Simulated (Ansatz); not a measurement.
**The false plateau in GW convergence: MoS2 (P6_3/mmc)**

Wanted: the G0W0 gap of MoS2 (P6_3/mmc) over a grid of bands and cutoffs.

Method: G0W0 on PBE, plane waves, PAW, in Ansatz 0.2.0.

The database entry behind the starting cell differs from later determinations by our own check (about 0.3 % long), so it need not match the best structure at ambient conditions.

### 1. Set-up

It takes space group P6_3/mmc (No. 194, hexagonal). Conventional cell: a = 3.169 Å, b = 3.169 Å, c = 12.324 Å, α = 90.00°, β = 90.00°, γ = 120.00°. Nearest to Mo lie 6 S at 2.41 Å. Nearest to S lie 3 Mo at 2.41 Å. Farther neighbours and most contacts between anions are not listed.

Coordinates:

```cif
data_structure
_symmetry_space_group_name_H-M 'P6_3/mmc'
_symmetry_Int_Tables_number 194
_cell_length_a 3.1690
_cell_length_b 3.1690
_cell_length_c 12.3240
_cell_angle_alpha 90.000
_cell_angle_beta 90.000
_cell_angle_gamma 120.000
_cell_volume 107.18
loop_
_atom_site_label
_atom_site_type_symbol
_atom_site_symmetry_multiplicity
_atom_site_Wyckoff_symbol
_atom_site_fract_x
_atom_site_fract_y
_atom_site_fract_z
_atom_site_occupancy
Mo1 Mo 2 c 0.33333 0.66667 0.25000 1
S1 S 4 f 0.33333 0.66667 0.62300 1
```

The cell and positions come from the Crystallography Open Database and are kept as given unless a step says otherwise. The default PAW set here is soft_2. Its files were made with PBE.

### 2. 86 empty bands, screening to 50 eV

Now the one-shot GW correction: screening in the RPA, then the self-energy of the levels asked for.

File input.yaml:

```yaml
crystal:
  lattice:
    - [3.169, 0.0, 0.0]
    - [-1.5845, 2.7444345046, 0.0]
    - [0.0, 0.0, 12.324]
  atoms:
    - { symbol: Mo, position: [0.3333333333, 0.6666666667, 0.25] }
    - { symbol: Mo, position: [0.6666666667, 0.3333333333, 0.75] }
    - { symbol: S, position: [0.3333333333, 0.6666666667, 0.623] }
    - { symbol: S, position: [0.6666666667, 0.3333333333, 0.123] }
    - { symbol: S, position: [0.3333333333, 0.6666666667, 0.877] }
    - { symbol: S, position: [0.6666666667, 0.3333333333, 0.377] }
kpoints:
  mp_grid: { grid: [6, 6, 2] }
hamiltonian:
  xc: pbe
scf:
  occupations: { method: fixed }
gw:
  n_empty_bands: 86
  ecut_chi: 50
  qp_bands: [v2, c2]
  qp_kpoints: band_edges
  screening: { model: contour_deformation }
```

The run is started by

```console
ansatz run input.yaml --threads 3 --pin off --max-ram 92160MiB --backend cuda --events-out ev --progress --plain --runs-dir out --devices 1 --max-vram 13GiB
```

Numbers of over 12 decimals in the logs are rounded to 6 here.

Log:

```text
GPUs: using 1 of 1 available (devices: 1).
Engine: ansatz 0.2.0, x86_64-unknown-linux-gnu
Pseudopotentials: kind: paw
Pseudopotential: Mo, paw, valence charge 14, recommended cutoff 420 eV (normal), Mo.paw.azcp
Pseudopotential: S, paw, valence charge 6, recommended cutoff 420 eV (normal), S.paw.azcp
Functional definition: PBE
  parameter kappa = 0.804
  parameter beta = 0.066725
  exchange = pbe_x(kappa = kappa, mu = beta*pi^2/3)
  correlation = pbe_c(beta = beta)
device memory: the entry about to start is reckoned to put 1.1 GiB on a device that reports 58.0 GiB free (of which the cap on the GPU budget leaves the run 13.0 GiB)
GPU FFT provider: cuFFT
GPU libraries: cuBLAS 13.8.2, cuFFT 12.4.0, cuSOLVER 12.3.4
Crystal: 6 atoms, lattice volume = 107.183 Å³
Basis set: ecut = 420 eV, 2081 PW (Γ)
Bands: 32, of which v1, the nominal top of the filled ones, is band 26 counted from 1 (25 counted from 0)
Symmetry: 24 space group operations
Space group: P63/mmc (ITA 194), of the structure as read, at distance tolerance 4.8e-5 Å
k-points: 14 of 72
Non-local potential: Mo, projectors of the file, l = 0: 3, l = 1: 2, l = 2: 2, l = 3: 1
Non-local potential: S, projectors of the file, l = 0: 2, l = 1: 2, l = 2: 2
PAW form: soft (Blöchl's): semilocal exchange-correlation on the pseudo side does not see the compensation charge
PAW one-centre angular grid: Mo, 590 points (default); XC on 64 Gauss nodes
PAW one-centre angular grid: S, 110 points (default); XC on 64 Gauss nodes
Initial density: superposition of atomic densities (neutral atoms: chi_scale 0, normalization atom), corrected by the library's trained network
Initial wavefunctions: pseudopotential atomic-orbital guess
GPU buffer pool allocated for 51840 grid points (all kernels)
GPU transforms: local potential and band sums: pruned to the plane-wave sphere, on 24×24×90
Functional: x = pbe(κ = 0.804, μ = 0.219515), c = pbe(β = 0.066725)
SCF iter   1: F=—  HF=-13525.526697 eV  |F-HF|=—  |Δ(HF+E_count)|=         —  Δρ=5.46e-3  dr2=7.41e-3  ethr=1.77e-3  ⟨swp⟩=5.0  Hψ=1664  notcnv=0  defer=42
preconditioner: auto → Resta (q_TF=auto, 2.418 Å⁻¹)  ε∞=8.7  [insulator: Δε(μ)=0.887 eV  Ē_g=7.751 eV  n_scr=26 (ndim 8)  ℏωp=21.5 eV  f_vac=0.016  ε∞_Penn≈8.7]
SCF iter   2: F=—  HF=-13525.535933 eV  |F-HF|=—  |Δ(HF+E_count)|=   9.24e-3  Δρ=3.13e-3  dr2=2.37e-3  ethr=1.42e-5  ⟨swp⟩=2.0  Hψ=843  notcnv=0  defer=54
SCF iter   3: F=—  HF=-13525.540700 eV  |F-HF|=—  |Δ(HF+E_count)|=   4.77e-3  Δρ=4.94e-4  dr2=6.38e-4  ethr=4.55e-6  ⟨swp⟩=2.0  Hψ=698  notcnv=0  defer=54
SCF iter   4: F=—  HF=-13525.540635 eV  |F-HF|=—  |Δ(HF+E_count)|=   6.54e-5  Δρ=1.15e-4  dr2=1.09e-5  ethr=1.23e-6  ⟨swp⟩=2.1  Hψ=557  notcnv=0  defer=35
SCF iter   5: F=—  HF=-13525.540645 eV  |F-HF|=—  |Δ(HF+E_count)|=   1.04e-5  Δρ=5.19e-5  dr2=2.42e-6  ethr=2.09e-8  ⟨swp⟩=2.0  Hψ=619  notcnv=0  defer=2
SCF iter   6: F=—  HF=-13525.540647 eV  |F-HF|=—  |Δ(HF+E_count)|=   2.21e-6  Δρ=8.56e-6  dr2=1.01e-7  ethr=4.65e-9  ⟨swp⟩=2.0  Hψ=648  notcnv=0  defer=2
SCF iter   7: F=-13525.540647 eV  HF=-13525.540647 eV  |F-HF|=7.09e-10  |Δ(HF+E_count)|=   5.96e-8  Δρ=2.23e-6  dr2=6.40e-9  ethr=1.92e-10  ⟨swp⟩=4.9  Hψ=1310  notcnv=0
SCF 1 converged in 7 iterations: F = -13525.540647 eV  dr2 = 6.40e-9
[...]
device memory: the entry about to start is reckoned to put 1.2 GiB (of the 1.3 GiB reckoned in all, the device holds 0.1 GiB already) on a device that reports 57.5 GiB free (of which the cap on the GPU budget leaves the run 12.9 GiB)
NSCF: frozen V_eff on 14 k-points, pencils in batches of 32, up to order 128
[...]
device memory: the entry about to start is reckoned to put 3.8 GiB on a device that reports 57.2 GiB free (of which the cap on the GPU budget leaves the run 13.0 GiB)
NSCF: frozen V_eff on 14 k-points
G₀W₀ screening: q 1/14
[... further progress lines ...]
SCF converged after 7 iterations
Free energy (F): -13525.540647 eV
Harris-Foulkes:  -13525.540647 eV  (|F-HF|=7.09e-10)
Internal energy: -13525.540647 eV  (E = F + TS)
E sigma→0 (E₀):  -13525.540647 eV
Fermi energy:    10.896774 eV
--- Per-component energies (eV) ---
  E_band       = -312.442293
  E_kinetic    = 1312.080568
  E_local      = -3923.171117  (includes V_loc(G=0)·N_el)
  E_nonlocal   = 398.377367
  E_hartree    = 1508.576741
  E_xc         = -757.133550
  E_vxc        = -810.200444  (∫ρ·V_xc dr)
  E_paw        = -8803.054294  (= ΣΔE_a)
  E_vpaw       = -306.678742  (= ΣTr[D̂ρ^β])
  E_aug_tail   = 0.000083  (compensation charges beyond the density's cutoff)
  E_ewald      = -3261.216446
  E_smearing   = -0.000000  (= −TS)
  E_closure    = 0.000000  (closes the sum)
  Σ components = -13525.540647   (vs F -13525.540647, Δ=0.00e0)
--- Band table (eV; the first three rows and the last of 14) ---
  k-point 0: bands = [... 22 lower, 8.7669, 9.7117, 9.7496, 10.8968, 12.9944, 12.9944, 13.0224, 13.0224, ... 2 higher]
  k-point 1: bands = [... 22 lower, 8.7436, 8.7436, 10.6302, 10.6302, 12.9998, 12.9998, 12.9998, 12.9998, ... 2 higher]
  k-point 2: bands = [... 22 lower, 8.8399, 9.7099, 9.7325, 10.1259, 12.3854, 12.7493, 12.7590, 12.9531, ... 2 higher]
  k-point 13: bands = [... 22 lower, 8.0256, 8.0256, 10.2018, 10.2018, 11.9456, 11.9456, 13.1987, 13.1987, ... 2 higher]
--- G₀W₀: contour deformation, 7 samples at zero and on the imaginary axis and 1 off it, 72 q-points, 86 empty bands' worth ---
  eigenvalues of the whole cell's RPA ε∞ on this k-mesh (on a slab, of 1 + 4πα/V) = 6.2766, 15.6673, 15.6673; static W/v taken at q = 0 is 0.066222
  bands read: the sum over 112 bands ends inside a degenerate multiplet in 1 slot, whose members it reads at an even weight; the widest, k=1: bands 111 to 114 (counted from 1) at 2/4 each
  gw.qp_kpoints: band_edges: 12 of 14 stored k-points solved, in 1 pass; an edge of the gap read off the rows below is read off those points alone
    valence top: of the k-points left out ik 7 came nearest to being solved in a further pass, in band 25 (counted from 1, as in the quasiparticle table): it holds the edge there only if its correction is more favourable than any solved in that band by at least 1.323 eV; those differ by 0.399 eV
    conduction bottom: of the k-points left out ik 5 came nearest to being solved in a further pass, in band 27 (counted from 1, as in the quasiparticle table): it holds the edge there only if its correction is more favourable than any solved in that band by at least 0.675 eV; those differ by 0.332 eV
    ik  band        ε_KS         Σx   Σc(E_QP)       V_xc       Z   E_QP_lin       E_QP  E_QP is
     0    25      9.7496   -18.6978     1.5363   -17.5874  0.7392    10.1725    10.1755  root
     0    26     10.8968   -19.7402     1.1245   -19.1818  0.7484    11.4600    11.4628  root
     0    27     12.9944   -13.7864    -3.7606   -18.5169  0.7486    13.9872    13.9643  root
     0    28     12.9944   -13.7864    -3.7606   -18.5169  0.7486    13.9872    13.9643  root
     1    25     10.6302   -19.4298     1.3734   -18.5535  0.7493    11.1248    11.1273  root
     1    26     10.6302   -19.4298     1.3734   -18.5535  0.7493    11.1248    11.1273  root
     1    27     12.9998   -13.7331    -3.7565   -18.4521  0.7484    13.9850    13.9623  root
     1    28     12.9998   -13.7331    -3.7565   -18.4521  0.7484    13.9850    13.9623  root
     2    25      9.7325   -18.5719     2.5287   -16.2166  0.7542     9.9054     9.9059  root
     2    26     10.1259   -19.4072     1.4731   -18.4311  0.7454    10.6198    10.6229  root
     2    27     12.3854   -13.5782    -3.5592   -17.9885  0.7492    13.2524    13.2365  root
     2    28     12.7493   -14.1025    -3.5622   -18.5698  0.7406    13.6759    13.6544  root
     3    25     10.0751   -19.3895     1.6075   -18.2493  0.7457    10.5396    10.5425  root
     3    26     10.0751   -19.3895     1.6075   -18.2493  0.7457    10.5396    10.5425  root
[...]
12    28     11.9443   -16.1257    -3.3824   -20.5483  0.7440    13.0064    12.9844  root
    13    25     10.2018   -19.2682     1.0297   -18.8105  0.7472    10.7704    10.7737  root
    13    26     10.2018   -19.2682     1.0297   -18.8105  0.7472    10.7704    10.7737  root
    13    27     11.9456   -16.1207    -3.3818   -20.5422  0.7441    13.0073    12.9853  root
    13    28     11.9456   -16.1207    -3.3818   -20.5422  0.7441    13.0073    12.9853  root
```

Elapsed: 15 s, on 1 × NVIDIA H100 80GB HBM3 (shared by 6 runs) with 3 threads of AMD EPYC 7R13 (Zen 3), shared host; peak memory 1.1 GiB.

Numbers from this step:

```
bands summed                                 : 112
RPA ε∞ on this mesh (eigenvalues)            : 6.277, 15.67, 15.67
plane waves in the screening matrix          : 81
q-points in the mesh                         : 72
G0W0 gap on the mesh                         : 1.139 eV
k of the valence top                         : 0, 0, 0
k of the conduction bottom                   : 0.1667, 0.1667, 0
starting gap on the mesh                     : 0.8857 eV
Z at the valence top                         : 0.7484
Z at the conduction bottom                   : 0.7569
least direct G0W0 gap on the computed points : 2.094 eV
```

The gap on the mesh goes from 0.89 eV to 1.14 eV, a correction of +0.25 eV. Between the two edge states, bare exchange in place of the xc potential would open the gap by 4.75 eV, and correlation takes back 4.49 eV.

### 3. 447 empty bands, screening to 50 eV

input.yaml: that of step 2 with these lines changed.

```diff
@@ -19,3 +19,3 @@
 gw:
-  n_empty_bands: 86
+  n_empty_bands: 447
   ecut_chi: 50
```

Log:

```text
GPUs: using 1 of 1 available (devices: 1).
[...]
GPU FFT provider: cuFFT
GPU libraries: cuBLAS 13.8.2, cuFFT 12.4.0, cuSOLVER 12.3.4
Crystal: 6 atoms, lattice volume = 107.183 Å³
Basis set: ecut = 420 eV, 2081 PW (Γ)
Bands: 32, of which v1, the nominal top of the filled ones, is band 26 counted from 1 (25 counted from 0)
Symmetry: 24 space group operations
[...]
k-points: 14 of 72
[...]
1    28     12.9998   -13.7331    -4.0799   -18.4521  0.7473    13.6478    13.6389  root
[...]
13    25     10.2018   -19.2682     0.6833   -18.8105  0.7463    10.4267    10.4273  root
    13    26     10.2018   -19.2682     0.6833   -18.8105  0.7463    10.4267    10.4273  root
    13    27     11.9456   -16.1207    -3.7605   -20.5422  0.7430    12.6142    12.6066  root
    13    28     11.9456   -16.1207    -3.7605   -20.5422  0.7430    12.6142    12.6066  root
[key lines of the parts left out:]
SCF converged after 7 iterations
Free energy (F): -13525.540647 eV
Fermi energy:    10.896774 eV
```

Run time: 45 s. Hardware: 1 × NVIDIA H100 80GB HBM3 (shared by 6 runs) with 3 threads; peak memory 1.5 GiB; 64 s of CPU time.

This step gave:

```yaml
bands_summed: 473
rpa_eps_infinity_on_this_mesh_eigenvalues: 6.285, 15.70, 15.70
plane_waves_in_the_screening_matrix: 81
g0w0_gap_on_the_mesh: 1.131 eV
k_of_the_valence_top: 0, 0, 0
k_of_the_conduction_bottom: 0.1667, 0.1667, 0
starting_gap_on_the_mesh: 0.8857 eV
least_direct_g0w0_gap_on_the_computed_points: 2.064 eV
```

Against the run with 6×6×2 mesh, 86 empty bands, screening to 50 eV, the gap moves by −0.008 eV.

### 4. 243 empty bands, screening to 100 eV

Another rung: the empty bands reach about as high as the screening cutoff, so the two stay in balance.

input.yaml: that of step 3 with these lines changed.

```diff
@@ -19,4 +19,4 @@
 gw:
-  n_empty_bands: 447
-  ecut_chi: 50
+  n_empty_bands: 243
+  ecut_chi: 100
   qp_bands: [v2, c2]
```

Log:

```text
GPUs: using 1 of 1 available (devices: 1).
[...]
GPU FFT provider: cuFFT
GPU libraries: cuBLAS 13.8.2, cuFFT 12.4.0, cuSOLVER 12.3.4
Crystal: 6 atoms, lattice volume = 107.183 Å³
Basis set: ecut = 420 eV, 2081 PW (Γ)
Bands: 32, of which v1, the nominal top of the filled ones, is band 26 counted from 1 (25 counted from 0)
Symmetry: 24 space group operations
[...]
k-points: 14 of 72
[...]
1    28     12.9998   -13.7331    -4.1993   -18.4521  0.7402    13.5253    13.5195  root
[...]
13    25     10.2018   -19.2682     0.5936   -18.8105  0.7397    10.3374    10.3377  root
    13    26     10.2018   -19.2682     0.5936   -18.8105  0.7397    10.3374    10.3377  root
    13    27     11.9456   -16.1207    -3.8432   -20.5422  0.7348    12.5297    12.5239  root
    13    28     11.9456   -16.1207    -3.8432   -20.5422  0.7348    12.5297    12.5239  root
[key lines of the parts left out:]
SCF converged after 7 iterations
Free energy (F): -13525.540647 eV
Fermi energy:    10.896774 eV
```

Run time: 19 s. Hardware: 1 × NVIDIA H100 80GB HBM3 (shared by 6 runs) with 3 threads; peak memory 1.3 GiB.

The G0W0 gap on the mesh is 1.207 eV.

### 5. 1264 empty bands, screening to 100 eV

input.yaml: that of step 4 with these lines changed.

```diff
@@ -19,3 +19,3 @@
 gw:
-  n_empty_bands: 243
+  n_empty_bands: 1264
   ecut_chi: 100
```

Log:

```text
GPUs: using 1 of 1 available (devices: 1).
[...]
GPU FFT provider: cuFFT
GPU libraries: cuBLAS 13.8.2, cuFFT 12.4.0, cuSOLVER 12.3.4
Crystal: 6 atoms, lattice volume = 107.183 Å³
Basis set: ecut = 420 eV, 2081 PW (Γ)
Bands: 32, of which v1, the nominal top of the filled ones, is band 26 counted from 1 (25 counted from 0)
Symmetry: 24 space group operations
[...]
k-points: 14 of 72
[...]
1    28     12.9998   -13.7331    -4.3604   -18.4521  0.7399    13.3611    13.3585  root
[...]
13    25     10.2018   -19.2682     0.4307   -18.8105  0.7394    10.1747    10.1747  root
    13    26     10.2018   -19.2682     0.4307   -18.8105  0.7394    10.1747    10.1747  root
    13    27     11.9456   -16.1207    -4.0241   -20.5422  0.7345    12.3455    12.3430  root
    13    28     11.9456   -16.1207    -4.0241   -20.5422  0.7345    12.3455    12.3430  root
[key lines of the parts left out:]
SCF converged after 7 iterations
Free energy (F): -13525.540647 eV
Fermi energy:    10.896774 eV
```

Wall time 72 s (1 × NVIDIA H100 80GB HBM3 (shared by 6 runs) with 3 threads); peak memory 2.9 GiB.

The G0W0 gap on the mesh is 1.214 eV.

### 6. 86 empty bands, screening to 150 eV

input.yaml: that of step 5 with these lines changed.

```diff
@@ -19,4 +19,4 @@
 gw:
-  n_empty_bands: 1264
-  ecut_chi: 100
+  n_empty_bands: 86
+  ecut_chi: 150
   qp_bands: [v2, c2]
```

Log:

```text
GPUs: using 1 of 1 available (devices: 1).
[...]
GPU FFT provider: cuFFT
GPU libraries: cuBLAS 13.8.2, cuFFT 12.4.0, cuSOLVER 12.3.4
Crystal: 6 atoms, lattice volume = 107.183 Å³
Basis set: ecut = 420 eV, 2081 PW (Γ)
Bands: 32, of which v1, the nominal top of the filled ones, is band 26 counted from 1 (25 counted from 0)
Symmetry: 24 space group operations
[...]
k-points: 14 of 72
[...]
1    28     12.9998   -13.7331    -3.7733   -18.4521  0.7409    13.9675    13.9456  root
[...]
13    25     10.2018   -19.2682     1.0340   -18.8105  0.7392    10.7748    10.7780  root
    13    26     10.2018   -19.2682     1.0340   -18.8105  0.7392    10.7748    10.7780  root
    13    27     11.9456   -16.1207    -3.3572   -20.5422  0.7330    13.0348    13.0099  root
    13    28     11.9456   -16.1207    -3.3572   -20.5422  0.7330    13.0348    13.0099  root
[key lines of the parts left out:]
SCF converged after 7 iterations
Free energy (F): -13525.540647 eV
Fermi energy:    10.896774 eV
```

Wall time 19 s (1 × NVIDIA H100 80GB HBM3 (shared by 6 runs) with 3 threads); peak memory 1.5 GiB.

The G0W0 gap on the mesh is 1.209 eV.

### 7. 447 empty bands, screening to 150 eV

input.yaml: that of step 6 with these lines changed.

```diff
@@ -19,3 +19,3 @@
 gw:
-  n_empty_bands: 86
+  n_empty_bands: 447
   ecut_chi: 150
```

Log:

```text
GPUs: using 1 of 1 available (devices: 1).
[...]
GPU FFT provider: cuFFT
GPU libraries: cuBLAS 13.8.2, cuFFT 12.4.0, cuSOLVER 12.3.4
Crystal: 6 atoms, lattice volume = 107.183 Å³
Basis set: ecut = 420 eV, 2081 PW (Γ)
Bands: 32, of which v1, the nominal top of the filled ones, is band 26 counted from 1 (25 counted from 0)
Symmetry: 24 space group operations
[...]
k-points: 14 of 72
[...]
1    28     12.9998   -13.7331    -4.3820   -18.4521  0.7384    13.3391    13.3368  root
[...]
13    25     10.2018   -19.2682     0.4195   -18.8105  0.7372    10.1635    10.1635  root
    13    26     10.2018   -19.2682     0.4195   -18.8105  0.7372    10.1635    10.1635  root
    13    27     11.9456   -16.1207    -4.0160   -20.5422  0.7310    12.3539    12.3511  root
    13    28     11.9456   -16.1207    -4.0160   -20.5422  0.7310    12.3539    12.3511  root
[key lines of the parts left out:]
SCF converged after 7 iterations
Free energy (F): -13525.540647 eV
Fermi energy:    10.896774 eV
```

It took 22 s on 1 × NVIDIA H100 80GB HBM3 (shared by 6 runs) with 3 threads; peak memory 1.8 GiB.

The G0W0 gap on the mesh is 1.241 eV.

(Continued in part 2 of 2.)

[Paths, hosts, dates, memory and timing lines, banners, echoed tables and standing remarks are left out of the program output.]

[Logs are printed without paths, hosts, clocks, repeated set-up lines and the standing remarks that a program may print on its own settings, such as how far it seeks lower states.]

[Runs of the session that timed out or met a known fault of the program may be left out.]

[Cells called generated may have been cut or substituted from an entry of the Crystallography Open Database or the Materials Project.]

[Hosts, paths, dates, database ids (printed as entryN), source tags and the programs' standing remarks are cut or masked in the printed files.]
